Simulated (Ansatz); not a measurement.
# Stack of 2H-MoS2 under Ta2NO2 MXene , unshifted in a perpendicular field, part 2 of 2

What dipole does a perpendicular field induce in the stack of 2H-MoS2 under Ta2NO2 MXene , unshifted? A positive field points along +c.

Ansatz 0.2.0; plane-wave DFT, PBEsol-D3(BJ), Ansatz PAW.

So far. Step 11 (Field on, atoms free, field -0.1 V/Å): The dipole is -0.0455 e·Å, -0.0511 e·Å from its value without field.

### 12. Response, atoms relaxed

This step: plane-wave DFT, PBEsol-D3(BJ), Ansatz PAW; response to a field along the normal, atoms relaxed (Ansatz 0.2.0).

The same analysis on the two relaxed runs holds the ionic part too; their mesh is coarser, so small differences from the held value can come from that.

Numbers from this step:

| Item | Value |
| --- | --- |
| equivalent conductor thickness p/(ε₀AE) | 11.15 Å |
| distance between the outer atoms | 10.71 Å |

The dipole of the cell by applied field:

| applied field (V/Å) | dipole of the cell (e·Å) |
| --- | --- |
| -0.1000 | -0.0455 |
| 0.1000 | 0.0568 |

Local field over the applied field, running mean. From the potentials at -0.1 and 0.1 V/Å; running mean over 2.5 Å. The local field over applied field by z:

z (Å), local field over applied field and a bar from the least value:
```
      4.5      0.999 ##############################
      5.0      0.997 ##############################
      5.5      0.991 ##############################
      6.0      0.975 #############################
      6.5      0.938 ############################
      7.0      0.889 ###########################
      7.5      0.697 ######################
      8.0      0.471 ################
      8.5      0.318 ############
      9.0      0.213 #########
      9.5     -0.022 ##
     10.0     -0.029 ##
     10.5      0.082 #####
     11.0      0.015 ###
     11.5     -0.082 #
     12.0      0.129 ######
     12.5      0.254 ##########
     13.0      0.288 ###########
     13.5      0.336 ############
     14.0      0.515 #################
     14.5      0.468 ################
     15.0      0.265 ##########
     15.5      0.151 #######
     16.0      0.145 #######
     16.5      0.003 ###
     17.0     -0.063 #
     17.5     -0.017 ##
     18.0     -0.107 
     18.5      0.032 ####
     19.0      0.173 ########
     19.5      0.199 ########
     20.0      0.387 #############
     20.5      0.673 #####################
     21.0      0.725 #######################
     21.5      0.783 ########################
     22.0      0.949 #############################
     22.5      0.987 ##############################
     23.0      0.996 ##############################
     23.5      0.999 ##############################
     24.0      1.000 ##############################
     24.5      1.000 ##############################
```

Electrons, planar mean, per unit field. Induced electron density against z:

| z (Å) | induced electron density (e/Å³ per V/Å) |
| --- | --- |
| 4.5 | 3.3e-6 |
| 5.0 | 1.3e-5 |
| 5.5 | 4.0e-5 |
| 6.0 | 1.2e-4 |
| 6.5 | 3.3e-4 |
| 7.0 | 8.3e-4 |
| 7.5 | 0.00146 |
| 8.0 | -3.0e-4 |
| 8.5 | -0.00249 |
| 9.0 | -4.8e-4 |
| 9.5 | 0.00134 |
| 10.0 | -0.0113 |
| 10.5 | -0.00264 |
| 11.0 | 0.0125 |
| 11.5 | -8.7e-4 |
| 12.0 | 9.3e-4 |
| 12.5 | 0.00169 |
| 13.0 | 0.00237 |
| 13.5 | -1.0e-4 |
| 14.0 | 0.00220 |
| 14.5 | 0.0124 |
| 15.0 | 0.0162 |
| 15.5 | -0.0195 |
| 16.0 | -0.00676 |
| 16.5 | -4.8e-5 |
| 17.0 | 3.6e-4 |
| 17.5 | -3.5e-4 |
| 18.0 | -0.00277 |
| 18.5 | 3.3e-4 |
| 19.0 | 0.0137 |
| 19.5 | 0.0184 |
| 20.0 | -0.0261 |
| 20.5 | -0.0109 |
| 21.0 | -0.00259 |
| 21.5 | -6.5e-4 |
| 22.0 | -1.7e-4 |
| 22.5 | -4.7e-5 |
| 23.0 | -1.4e-5 |
| 23.5 | -1.9e-6 |

The induced dipole is that of a conductor 11.15 Å thick.

### 13. Varying the input

This step: plane-wave DFT, PBEsol-D3(BJ), Ansatz PAW (Ansatz 0.2.0).

A run with a changed input: it repeats the earlier run at 0.05 V/Å with efield.dipole_correction from true to false.

input.yaml

```yaml
crystal:
  lattice:
    - [3.0953660279, 0.0, 0.0]
    - [-1.5476830139, 2.6806656141, 0.0]
    - [0.0, 0.0, 28.7040559926]
  atoms:
    - { symbol: S, position: [0.3333333333, 0.6666666667, 0.3135445389] }
    - { symbol: Mo, position: [0.0, 0.0, 0.3682846617] }
    - { symbol: S, position: [0.3333333333, 0.6666666667, 0.4229186851] }
    - { symbol: O, position: [0.3333333333, 0.6666666667, 0.5289957791] }
    - { symbol: Ta, position: [0.6666666667, 0.3333333333, 0.5664464209] }
    - { symbol: "N", position: [0.0, 0.0, 0.6076276179] }
    - { symbol: Ta, position: [0.3333333333, 0.6666666667, 0.6488070591] }
    - { symbol: O, position: [0.6666666667, 0.3333333333, 0.6864554611] }
kpoints:
  mp_grid: { grid: [18, 18, 1] }
  band_path:
    path: [[0, 0, 0], [0.5, 0, 0], [0.33333333, 0.33333333, 0], [0, 0, 0]]
    npoints: 16
hamiltonian:
  xc: pbesol
  dispersion: d3bj
scf:
  occupations: { method: fermi_dirac, width: 0.02585 }
  convergence: { dr2_threshold: 1.0e-10 }
efield:
  axis: 3
  dipole_correction: false
  ramp_position: 0.97
  ramp_width: 0.06
  amplitude: 0.05
output:
  write_potential: true
  write_density: true
  volumetric_format: npy
```

Run with:

```sh
> ansatz run input.yaml --threads 4 --pin off --max-ram 6144MiB --backend cpu --events-out ev --progress --plain --runs-dir out
```

Elapsed: 25 s, on 4 threads of Arm Neoverse V1, shared host; peak memory 0.81 GiB.

| quantity | this run | earlier run | difference |
| --- | --- | --- | --- |
| dipole along the normal (e·Å) | 0.04918 | 0.03058 | 0.019 |

With the dipole correction off, the periodic images add a field of their own to the typed one.

It moves by +0.0186 e·Å.

These numbers are not those of the isolated slab.

### 14. A changed input

An input spoilt on purpose, to show how the run answers: it repeats the earlier run at 0.05 V/Å with scf.occupations from method: fermi_dirac, width: 0.02585 to method: fermi_dirac, width: 5.0, and scf.max_iter set to 50.

Changes to input.yaml since step 13:

```diff
@@ -23,7 +23,8 @@
 scf:
-  occupations: { method: fermi_dirac, width: 0.02585 }
+  occupations: { method: fermi_dirac, width: 5.0 }
   convergence: { dr2_threshold: 1.0e-10 }
+  max_iter: 50
 efield:
   axis: 3
-  dipole_correction: false
+  dipole_correction: true
   ramp_position: 0.97
```

The job ended after 10 min (4 threads; peak memory 5 GiB; 39 min of CPU time).

The run was cut off at the time limit after its SCF cycle had converged; no result of it is taken.

The fault put into the input: a smearing of electronvolts.

### 15. Results

| Item | Value |
| --- | --- |
| gap without field | none |
| work function, upper face | 5.31 eV |
| step between the vacuum levels | -0.124 eV |
| equivalent conductor thickness, atoms held | 10.9 Å |
| equivalent conductor thickness, atoms relaxed | 11.1 Å |

What this shows: The induced dipole equals that of a perfect conductor 10.86 Å thick, while the outer atoms lie 10.70 Å apart. The two faces differ: the vacuum level above lies 0.12 eV lower than the one below. Letting the atoms follow the field adds 0.28 Å to the equivalent conductor thickness: the ionic part of the response. There is no gap over 0.03 eV, with or without the field. The first relaxation ran with spin and lost its moment, and the later runs have none; other magnetic states were not tried. Spin-orbit coupling is left out, which matters for the bands of elements this heavy. The MXene's terminations sit over the metal atoms of its far layer; the site over carbon or nitrogen, which some compounds prefer, was not run. With this functional, D3(BJ) tends to leave the relaxed cell short of measured lattice constants, by some per cent.

[Long decimals in the printed logs are rounded to 6 places.]

[Logs are printed without paths, hosts, clocks, repeated set-up lines and the standing remarks that a program may print on its own settings, such as how far it seeks lower states.]

[Hosts, paths, dates, database ids (printed as entryN), source tags and the programs' standing remarks are cut or masked in the printed files.]

[Maps of the electrostatic potential energy from Ansatz leave out the sawtooth potential of an applied field or a dipole correction, so their vacuum need not be flat; planar profiles and work functions include it.]
